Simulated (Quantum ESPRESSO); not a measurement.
# FePt (Tetraferroplatinum) with spin–orbit coupling along several axes

Which axis do the moments of FePt (Tetraferroplatinum) prefer, and by how much?

Main program and level: Quantum ESPRESSO 7.5; PBE; plane waves with PseudoDojo 0.4.1 SR PBE standard potentials, then spin–orbit coupling on the fully relativistic files of the same set.

Report form: the programs' logs are mostly left out.

## 1. Starting point

The structure is tetragonal, space group P4/mmm (No. 123). Conventional cell: a = 2.724 Å, b = 2.724 Å, c = 3.720 Å, α = 90.00°, β = 90.00°, γ = 90.00°. Nearest to Fe lie 8 Pt at 2.68 Å and 4 Fe at 2.72 Å. Nearest to Pt lie 8 Fe at 2.68 Å and 4 Pt at 2.72 Å. Farther neighbours are not listed.

The cell comes from the Crystallography Open Database.

## 2. Collinear run on scalar-relativistic files

The input, pw.in:

```
&CONTROL
  calculation = 'scf'
  prefix = 'pwscf'
  outdir = './tmp'
  pseudo_dir = './pseudo'
  disk_io = 'low'
/
&SYSTEM
  ibrav = 0
  celldm(1) = 8
  nat = 2
  ntyp = 2
  ecutwfc = 90
  nbnd = 26
  occupations = 'smearing'
  smearing = 'fd'
  degauss = 0.00734986
  nspin = 2
  starting_magnetization(1) = 0.175
  starting_magnetization(2) = 0
/
&ELECTRONS
  conv_thr = 4d-11
  electron_maxstep = 150
  mixing_beta = 0.3
/
ATOMIC_SPECIES
Fe     55.8450 Fe.upf
Pt    195.0840 Pt.upf
CELL_PARAMETERS alat
   0.6433336375523    0.0000000000000    0.0000000000000
   0.0000000000000    0.6433336375523    0.0000000000000
   0.0000000000000    0.0000000000000    0.8787226479510
ATOMIC_POSITIONS crystal
Fe      0.0000000000    0.0000000000    0.0000000000
Pt      0.5000000000    0.5000000000    0.5000000000
K_POINTS automatic
10 10 10 0 0 0
```

Started as:

```console
$ OMP_NUM_THREADS=1 mpirun -n 4 pw.x -nk 4 -in pw.in > pw.out
```

It took 69 s on 4 MPI ranks of Arm Neoverse V1, shared host; peak memory 0.52 GiB; 4.6 min of CPU time.

Spin moment in the atom's sphere by atom:

| atom | spin moment in the atom's sphere (μB) |
| --- | --- |
| Fe1 | 3.05 |
| Pt2 | 0.40 |

Numbers from this step:

| Quantity | Value |
| --- | --- |
| smearing term TS | 0.04111 eV |
| magnetization | 3.379 μB |
| absolute magnetization | 3.562 μB |
| final state | ferromagnetic |

## 3. One pass along [001] on 13×13×13

Each pass runs in a folder of its own that holds a copy of a collinear save from that input. The collinear spin density is turned to the axis, and its potential is diagonalised once with spin–orbit coupling on fully relativistic PseudoDojo files; the sums over occupied states, with the smearing term, are then compared.

The input, pass.in:

```
&CONTROL
  calculation = 'nscf'
  prefix = 'pwscf'
  outdir = './tmp'
  pseudo_dir = './pseudo_fr'
  disk_io = 'low'
/
&SYSTEM
  ibrav = 0
  celldm(1) = 8
  nat = 2
  ntyp = 2
  ecutwfc = 90
  nbnd = 48
  occupations = 'smearing'
  smearing = 'fd'
  degauss = 0.00734986
  noncolin = .true.
  lspinorb = .true.
  lforcet = .true.
  starting_magnetization(1) = 0.175
  angle1(1) = 0
  angle2(1) = 0
  starting_magnetization(2) = 0
  angle1(2) = 0
  angle2(2) = 0
/
&ELECTRONS
  conv_thr = 4d-11
  electron_maxstep = 150
  mixing_beta = 0.3
  startingpot = 'file'
  startingwfc = 'random'
  diago_thr_init = 1d-09
  diago_full_acc = .true.
/
ATOMIC_SPECIES
Fe     55.8450 Fe.upf
Pt    195.0840 Pt.upf
CELL_PARAMETERS alat
   0.6433336375523    0.0000000000000    0.0000000000000
   0.0000000000000    0.6433336375523    0.0000000000000
   0.0000000000000    0.0000000000000    0.8787226479510
ATOMIC_POSITIONS crystal
Fe      0.0000000000    0.0000000000    0.0000000000
Pt      0.5000000000    0.5000000000    0.5000000000
K_POINTS automatic
13 13 13 0 0 0
```

Started as:

```console
$ OMP_NUM_THREADS=1 mpirun -n 4 pw.x -nk 4 -in pass.in > pass.out
```

It took 2.6 min on 4 MPI ranks; peak memory 1.1 GiB; 10 min of CPU time.

## 4. One pass along [100] on 13×13×13

Changes to pass.in since step 3:

```diff
@@ -21,6 +21,6 @@
   starting_magnetization(1) = 0.175
-  angle1(1) = 0
+  angle1(1) = 90
   angle2(1) = 0
   starting_magnetization(2) = 0
-  angle1(2) = 0
+  angle1(2) = 90
   angle2(2) = 0
```

It took 4.6 min on 4 MPI ranks; peak memory 1.6 GiB.

## 5. The smearing term

The sum of energies times occupations is what pw.x prints as eband (for fewer than 100 k points). With Fermi–Dirac smearing the quantity to compare holds −TS as well, computed here from the energies and weights in the run's XML file (meV a cell, from the first axis, mesh 13×13×13):

| axis | plain sum | −TS | free energy |
| --- | --- | --- | --- |
| [001] | 0.0000 | 0.0000 | 0.0000 |
| [100] | 2.8773 | -0.3415 | 2.5358 |

## 6. Shares of the atoms

projwfc.x runs in the folder of each pass; ef_0 is the Fermi energy of the pass along the first axis on this mesh. The input for the second axis:

The input, projwfc.in:

```
&PROJWFC
  prefix = 'pwscf'
  outdir = './tmp'
  lsym = .false.
  filproj = 'proj'
  lforcet = .true.
  ef_0 = 20.78037948
  ngauss = -99
  degauss = 0.00734986
  DeltaE = 0.05
/
```

Started as:

```console
$ OMP_NUM_THREADS=1 mpirun -n 4 projwfc.x -nk 4 -in projwfc.in > projwfc.out
```

Run time: 7.5 s. Hardware: 4 MPI ranks; peak memory 0.34 GiB.

The plain sum projected on atomic orbitals, with energies counted from the first axis' chemical potential (meV, from the first axis):

| atom | [100] |
| --- | --- |
| Fe1 | 1.274 |
| Pt2 | 1.098 |

## 7. Spin–orbit coupling, moments along [001]

Fully relativistic PseudoDojo files and two-component spinors; the moments start along the axis and are free to turn.

Changes to pw.in since step 2:

```diff
@@ -4,4 +4,4 @@
   outdir = './tmp'
-  pseudo_dir = './pseudo'
-  disk_io = 'low'
+  pseudo_dir = './pseudo_fr'
+  disk_io = 'nowf'
 /
@@ -13,3 +13,3 @@
   ecutwfc = 90
-  nbnd = 26
+  nbnd = 48
   occupations = 'smearing'
@@ -17,4 +17,7 @@
   degauss = 0.00734986
-  nspin = 2
+  noncolin = .true.
+  lspinorb = .true.
   starting_magnetization(1) = 0.175
+  angle1(1) = 0
+  angle2(1) = 0
   starting_magnetization(2) = 0
@@ -38 +41,4 @@
 10 10 10 0 0 0
+HUBBARD {ortho-atomic}
+U Fe-3d 0.0001
+U Pt-5d 0.0001
```

Started as:

```console
$ OMP_NUM_THREADS=1 mpirun -n 4 pw.x -nk 4 -in pw.in > pw.out
```

Run time: 3.4 min. Hardware: 4 MPI ranks; peak memory 1.3 GiB.

Spin moment in the atom's sphere by atom:

| atom | x (μB) | y (μB) | z (μB) | size |
| --- | --- | --- | --- | --- |
| Fe1 | 0.00 | 0.00 | 3.03 | 3.03 |
| Pt2 | 0.00 | 0.00 | 0.39 | 0.39 |

This step gave:

* smearing term TS: 0.04263 eV
* magnetization: 0, 0, 3.35 μB
* absolute magnetization: 3.531 μB
* final state: ferromagnetic

Orbital moments, from the spinor occupation matrices of the projected shells that the run saves (a U of 0.0001 eV is typed only to have them written):

| atom | spin moment along the axis, in the sphere (μB) | orbital moment along the axis, projected shell (μB) |
| --- | --- | --- |
| Fe1 | 3.028 | 0.074 |
| Pt2 | 0.390 | 0.070 |

## 8. Spin–orbit coupling, moments along [100]

Changes to pw.in since step 7:

```diff
@@ -20,3 +20,3 @@
   starting_magnetization(1) = 0.175
-  angle1(1) = 0
+  angle1(1) = 90
   angle2(1) = 0
```

It took 5.9 min on 4 MPI ranks; peak memory 2 GiB; 23 min of CPU time.

Spin moment in the atom's sphere by atom:

| atom | x (μB) | y (μB) | z (μB) | size |
| --- | --- | --- | --- | --- |
| Fe1 | 3.03 | 0.00 | 0.00 | 3.03 |
| Pt2 | 0.39 | 0.00 | 0.00 | 0.39 |

This step gave:

| Item | Value |
| --- | --- |
| smearing term TS | 0.04297 eV |
| magnetization | 3.35, 0, 0 μB |
| absolute magnetization | 3.533 μB |
| final state | ferromagnetic |

Orbital moments, from the spinor occupation matrices of the projected shells that the run saves:

| atom | spin moment along the axis, in the sphere (μB) | orbital moment along the axis, projected shell (μB) |
| --- | --- | --- |
| Fe1 | 3.029 | 0.076 |
| Pt2 | 0.390 | 0.079 |

## 9. The axes together

A pass yields neither state nor moment: for the force theorem these columns are the collinear run's. Anisotropy, by row:

| way | mesh | axis | state | energy less the first axis' (meV a primitive cell) | largest spin moment (μB) | CPU time (s) |
| --- | --- | --- | --- | --- | --- | --- |
| force theorem | 13x13x13 | [001] | ferromagnetic | 0 | 3.047 | 626.8 |
| force theorem | 13x13x13 | [100] | ferromagnetic | 2.536 | 3.047 | 1113 |
| self-consistent | 10x10x10 | [001] | ferromagnetic | 0 | 3.028 | 824.9 |
| self-consistent | 10x10x10 | [100] | ferromagnetic | 2.539 | 3.029 | 1410 |

## 10. Results

* state: ferromagnetic
* largest spin moment: 3.03 μB
* easy axis of those tried, on this mesh: [001]
* energy along [100] less [001] (self-consistent): 2.54 meV a primitive cell, 15 MJ/m³
* orbital moment of Fe1 along its spin, axis [001]: 0.0736 μB

What this shows: On 13×13×13, leaving out the smearing term would shift a difference by 0.34 meV, against 2.5 meV for the largest. On 13×13×13, in the projected sum for [100] the largest share falls on Fe1; the shares lack the smearing term and what the atomic orbitals miss, so they do not add up to the whole. The orbital moment of the largest spin is parallel to it; semilocal functionals usually give too small a size. On this mesh the moments prefer [001] among the axes tried. One mesh cannot show that the size is converged, and with itinerant moments even the sign can change with the mesh. Self-consistent runs on 10×10×10 give 2.5 meV in 37 min of CPU time; the passes of the force theorem on 13×13×13 give 2.5 meV in 29 min. Shape anisotropy is not included. The moments were started parallel in the primitive cell; if the crystal orders otherwise, its anisotropy is another. Energies are free energies at an electronic temperature of 1160 K, which lowers moments and differences where the moments are itinerant.

[Logs and program files are shortened in this print: banners, set-up blocks, solver, clock and traceback lines can be left out without a mark of their own.]

[Logs are printed without paths, hosts, clocks, repeated set-up lines and the standing remarks that a program may print on its own settings, such as how far it seeks lower states.]

[Hosts, paths, dates, database ids (printed as entryN), source tags and the programs' standing remarks are cut or masked in the printed files.]

[Where a cell is said to come from a database of computed structures, the database is the Materials Project.]
